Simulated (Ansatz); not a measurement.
# Lattice dynamics of (SrO)1(MgS)3 [001] superlattice, started as rocksalt type

Aim: the vibrations of (SrO)1(MgS)3 [001] superlattice, started as rocksalt type, their spectra, and whether the structure is stable.

Calculated with Ansatz 0.2.0; DFT PBE, scalar-relativistic, plane waves, PAW.

The structure was built from a prototype and need not be the compound's stable phase.

### Step 1. Set-up

It takes space group P4/mmm (No. 123, tetragonal). The conventional cell has a = 3.670 Å, b = 3.670 Å, c = 10.380 Å, α = 90.00°, β = 90.00°, γ = 90.00°. Nearest to Mg lie 5 S at 2.60 Å and 1 O at 2.60 Å. Mg has 6 S at 2.59 to 2.60 Å nearest. Nearest to O lie 4 Sr at 2.60 Å and 2 Mg at 2.60 Å. Nearest to S lie 5 Mg at 2.60 Å and 1 Sr at 2.60 Å. S has 6 Mg at 2.59 to 2.60 Å nearest. Sr has 4 O at 2.60 Å and 2 S at 2.60 Å nearest. Farther neighbours and most contacts between anions are not listed.

### Step 2. Coarse relaxation

The start is far from rest, so a relaxation with loose tolerances brings it close first.

input.yaml

```yaml
crystal:
  lattice:
    - [2.595, 2.595, 0.0]
    - [-2.595, 2.595, 0.0]
    - [0.0, 0.0, 10.38]
  atoms:
    - { symbol: Mg, position: [0.5, 0.5, 0.25] }
    - { symbol: Mg, position: [0.0, 0.0, 0.5] }
    - { symbol: Mg, position: [0.5, 0.5, 0.75] }
    - { symbol: O, position: [0.5, 0.5, 0.0] }
    - { symbol: S, position: [0.0, 0.0, 0.25] }
    - { symbol: S, position: [0.5, 0.5, 0.5] }
    - { symbol: S, position: [0.0, 0.0, 0.75] }
    - { symbol: Sr, position: [0.0, 0.0, 0.0] }
kpoints:
  mp_grid: { grid: [6, 6, 2] }
hamiltonian:
  xc: pbe
scf:
  occupations: { method: gaussian, width: 0.1 }
output:
  forces: true
  stress: true
  eigenvalues: true
relax:
  adjacent_minimum: "off"
  f_tol: 0.05
  max_steps: 80
  cell: { stress_tol: 0.5 }
```

Launch:

```
$ ansatz run input.yaml --threads 4 --pin off --max-ram 14336MiB --backend cpu --events-out ev --progress --plain --runs-dir out
```

Numbers of over 12 decimals in the logs are rounded to 6 here.

Log:

```text
The last accepted step is kept in <dir> (removed where the run ends without a failure and the disk answers)
Engine: ansatz 0.2.0, aarch64-unknown-linux-gnu
Pseudopotentials: kind: paw
Pseudopotential: Mg, paw, valence charge 10, recommended cutoff 420 eV (normal), Mg.paw.azcp
Pseudopotential: O, paw, valence charge 6, recommended cutoff 420 eV (normal), O.paw.azcp
[...]
- [-2.586128, 2.586128, 0.0]
    - [0.0, 0.0, 10.818570]
  atoms:
    - { symbol: Mg, position: [0.500000, 0.500000, 0.246734] }
    - { symbol: Mg, position: [0, 0, 0.5] }
    - { symbol: Mg, position: [0.500000, 0.500000, 0.753266] }
    - { symbol: O, position: [0.500000, 0.500000, 0] }
    - { symbol: S, position: [0, 0, 0.262175] }
    - { symbol: S, position: [0.500000, 0.500000, 0.5] }
    - { symbol: S, position: [0, 0, 0.737825] }
    - { symbol: Sr, position: [0, 0, 0] }
[key lines of the parts left out:]
SCF converged after 6 iterations
Free energy (F): -12600.371246 eV
Fermi energy:    7.630157 eV
P = ⅓ Tr σ = 0.0322 GPa (0.322 kbar)
```

Wall time 12 s (4 threads of Arm Neoverse V1, shared host); peak memory 0.51 GiB; 44 s of CPU time.

The steps of the relaxation:

| step | energy less that of the first step (eV) | largest force component (eV/Å) | pressure (GPa) | volume (Å³) |
| --- | --- | --- | --- | --- |
| 1 | 0.0000 | 2.0914 | 3.60 | 139.80 |
| 2 | -0.3661 | 0.6834 | -0.30 | 145.26 |
| 3 | -0.4084 | 0.1640 | 0.02 | 144.59 |
| 4 | -0.4151 | 0.0249 | 0.09 | 144.48 |
| 5 | -0.4165 | 0.0067 | -0.01 | 144.71 |
| 6* | -0.4201 | 0.0065 | 0.03 | 144.71 |

Relaxation steps marked * repeat the geometry before them on a plane-wave basis chosen anew for their cell, so energy and pressure can jump there.

Forces are held to the 16 operations that the run works with; a distortion that breaks them can't arise in this run.

```
conventional cell, symmetrised  before   after  change
                         a (Å)   3.670   3.657  -0.3 %
                         b (Å)   3.670   3.657  -0.3 %
                         c (Å)  10.380  10.819  +4.2 %
              volume (Å³/atom)   17.47   18.09  +3.5 %
```

The atoms that moved most (Å, as changes of fractional coordinates times the final cell):

```csv
atom,dx,dy,dz,length
S7,0.000,0.000,-0.132,0.132
S5,0.000,0.000,0.132,0.132
Mg1,0.000,0.000,-0.035,0.035
Mg3,0.000,0.000,0.035,0.035
```

A gap read on the k-mesh alone can miss the band edges.

Numbers from this step:

| Item | Value |
| --- | --- |
| pressure | 0.03225 GPa |
| gap on the k-mesh | 2.428 eV |
| volume per atom | 18.09 Å³ |
| direct gap on mesh | 2.765 eV |

In this step the volume went from 17.47 to 18.09 Å³/atom.

### Step 3. Relaxation

The cell and atoms are relaxed, since residual forces and stress would shift the frequencies.

input.yaml

```yaml
crystal:
  lattice:
    - [2.5861280212, 2.5861280212, 0.0]
    - [-2.5861280212, 2.5861280212, 0.0]
    - [0.0, 0.0, 10.8185703896]
  atoms:
    - { symbol: Mg, position: [0.5, 0.5, 0.2467343676] }
    - { symbol: Mg, position: [0.0, 0.0, 0.5] }
    - { symbol: Mg, position: [0.5, 0.5, 0.7532656324] }
    - { symbol: O, position: [0.5, 0.5, 0.0] }
    - { symbol: S, position: [0.0, 0.0, 0.2621752377] }
    - { symbol: S, position: [0.5, 0.5, 0.5] }
    - { symbol: S, position: [0.0, 0.0, 0.7378247623] }
    - { symbol: Sr, position: [0.0, 0.0, 0.0] }
kpoints:
  mp_grid: { grid: [6, 6, 2] }
hamiltonian:
  xc: pbe
scf:
  occupations: { method: gaussian, width: 0.02 }
output:
  forces: true
  stress: true
  eigenvalues: true
relax:
  adjacent_minimum: "off"
  f_tol: 0.005
  max_steps: 80
  cell: { stress_tol: 0.05 }
```

Log:

```text
[...]
Crystal: 8 atoms, lattice volume = 144.710 Å³
Basis set: ecut = 420 eV, 2821 PW (Γ), exchange–correlation on 50×50×150 points (8 copies of the dense FFT grid, shifted against one another)
Bands: 40, of which v1, the nominal top of the filled ones, is band 32 counted from 1 (31 counted from 0)
Symmetry: 16 space group operations
[...]
k-points: 20 of 72
[...]
- [2.585999, 2.585999, 0.0]
    - [-2.585999, 2.585999, 0.0]
    - [0.0, 0.0, 10.830478931631]
  atoms:
    - { symbol: Mg, position: [0.5, 0.5, 0.247255] }
    - { symbol: Mg, position: [0, 0, 0.500000] }
    - { symbol: Mg, position: [0.5, 0.5, 0.752745] }
    - { symbol: O, position: [0.5, 0.5, 0] }
    - { symbol: S, position: [0, 0, 0.262266] }
    - { symbol: S, position: [0.5, 0.5, 0.500000] }
    - { symbol: S, position: [0, 0, 0.737734] }
    - { symbol: Sr, position: [0, 0, 0] }
[key lines of the parts left out:]
SCF converged after 9 iterations
Free energy (F): -12600.371333 eV
Fermi energy:    7.617885 eV
P = ⅓ Tr σ = -0.0174 GPa (-0.174 kbar)
```

It took 8.2 s on 4 threads; peak memory 0.52 GiB.

Step by step:

| step | energy less that of the first step (eV) | largest force component (eV/Å) | pressure (GPa) | volume (Å³) |
| --- | --- | --- | --- | --- |
| 1 | 0.0000 | 0.0065 | 0.03 | 144.71 |
| 2 | 0.0000 | 0.0140 | -0.03 | 144.85 |
| 3 | 0.0000 | 0.0013 | -0.02 | 144.86 |
| 4* | -0.0001 | 0.0013 | -0.02 | 144.86 |

Relaxation steps marked * repeat the geometry before them on a plane-wave basis chosen anew for their cell, so energy and pressure can jump there.

Forces are held to the 16 operations that the run works with; a distortion that breaks them can't arise in this run.

| conventional cell, symmetrised | before | after | change |
| --- | --- | --- | --- |
| a (Å) | 3.657 | 3.657 | -0.0 % |
| b (Å) | 3.657 | 3.657 | -0.0 % |
| c (Å) | 10.819 | 10.830 | +0.1 % |
| volume (Å³/atom) | 18.09 | 18.11 | +0.1 % |

The relaxed structure:

```cif
data_structure
_symmetry_space_group_name_H-M 'P 1'
_symmetry_Int_Tables_number 1
_cell_length_a 3.6572
_cell_length_b 3.6572
_cell_length_c 10.8305
_cell_angle_alpha 90.000
_cell_angle_beta 90.000
_cell_angle_gamma 90.000
_cell_volume 144.86
loop_
_atom_site_label
_atom_site_type_symbol
_atom_site_fract_x
_atom_site_fract_y
_atom_site_fract_z
_atom_site_occupancy
Mg1 Mg 0.50000 0.50000 0.24725 1
Mg2 Mg 0.00000 0.00000 0.50000 1
Mg3 Mg 0.50000 0.50000 0.75275 1
O4 O 0.50000 0.50000 0.00000 1
S5 S 0.00000 0.00000 0.26227 1
S6 S 0.50000 0.50000 0.50000 1
S7 S 0.00000 0.00000 0.73773 1
Sr8 Sr 0.00000 0.00000 0.00000 1
```

Numbers from this step:

| Quantity | Value |
| --- | --- |
| pressure | -0.01736 GPa |
| gap on the k-mesh | 2.423 eV |
| volume per atom | 18.11 Å³ |
| direct gap on mesh | 2.743 eV |

In this step the volume went from 18.09 to 18.11 Å³/atom.

### Step 4. Tight relaxation

Phonons need a cell at rest on their own settings, so the relaxation is repeated with tight tolerances on forces and stress, using the mesh and the filling of the phonon run that follows.

input.yaml

```yaml
crystal:
  lattice:
    - [2.5859988373, 2.5859988373, 0.0]
    - [-2.5859988373, 2.5859988373, 0.0]
    - [0.0, 0.0, 10.8304789316]
  atoms:
    - { symbol: Mg, position: [0.5, 0.5, 0.2472545772] }
    - { symbol: Mg, position: [0.0, 0.0, 0.5] }
    - { symbol: Mg, position: [0.5, 0.5, 0.7527454228] }
    - { symbol: O, position: [0.5, 0.5, 0.0] }
    - { symbol: S, position: [0.0, 0.0, 0.2622655209] }
    - { symbol: S, position: [0.5, 0.5, 0.5] }
    - { symbol: S, position: [0.0, 0.0, 0.7377344791] }
    - { symbol: Sr, position: [0.0, 0.0, 0.0] }
kpoints:
  mp_grid: { grid: [8, 8, 2] }
hamiltonian:
  xc: pbe
scf:
  occupations: { method: fixed }
output:
  forces: true
  stress: true
  eigenvalues: true
relax:
  adjacent_minimum: "off"
  f_tol: 0.001
  max_steps: 60
  cell: { stress_tol: 0.01 }
```

Log:

```text
[...]
Crystal: 8 atoms, lattice volume = 144.855 Å³
Basis set: ecut = 420 eV, 2821 PW (Γ), exchange–correlation on 50×50×150 points (8 copies of the dense FFT grid, shifted against one another)
Bands: 40, of which v1, the nominal top of the filled ones, is band 32 counted from 1 (31 counted from 0)
Symmetry: 16 space group operations
[...]
k-points: 30 of 128
[...]
- [2.585511, 2.585511, 0.0]
    - [-2.585511, 2.585511, 0.0]
    - [0.0, 0.0, 10.831134]
  atoms:
    - { symbol: Mg, position: [0.5, 0.5, 0.247238] }
    - { symbol: Mg, position: [0, 0, 0.500000] }
    - { symbol: Mg, position: [0.5, 0.5, 0.752762] }
    - { symbol: O, position: [0.5, 0.5, 0.0] }
    - { symbol: S, position: [0, 0, 0.262265] }
    - { symbol: S, position: [0.5, 0.5, 0.500000] }
    - { symbol: S, position: [0, 0, 0.737735] }
    - { symbol: Sr, position: [0, 0, 0.0] }
[key lines of the parts left out:]
SCF converged after 9 iterations
Free energy (F): -12600.374476 eV
Fermi energy:    6.409283 eV
P = ⅓ Tr σ = 0.0016 GPa (0.016 kbar)
```

Elapsed: 12 s, on 4 threads; peak memory 0.54 GiB.

Little changed from the start: no atom moved by 0.005 Å and no cell edge by 0.1 %.

Numbers from this step:

| Item | Value |
| --- | --- |
| pressure | 0.001585 GPa |
| gap on the k-mesh | 2.424 eV |
| volume per atom | 18.10 Å³ |

The largest force component left is 0.24 meV/Å and the pressure is 0.002 GPa, within the tolerances set. The cell now holds 18.10 Å³/atom.

(Part 1 of 2 ends here.)

[Logs are printed without paths, hosts, clocks, repeated set-up lines and the standing remarks that a program may print on its own settings, such as how far it seeks lower states.]

[Hosts, paths, dates, database ids (printed as entryN), source tags and the programs' standing remarks are cut or masked in the printed files.]
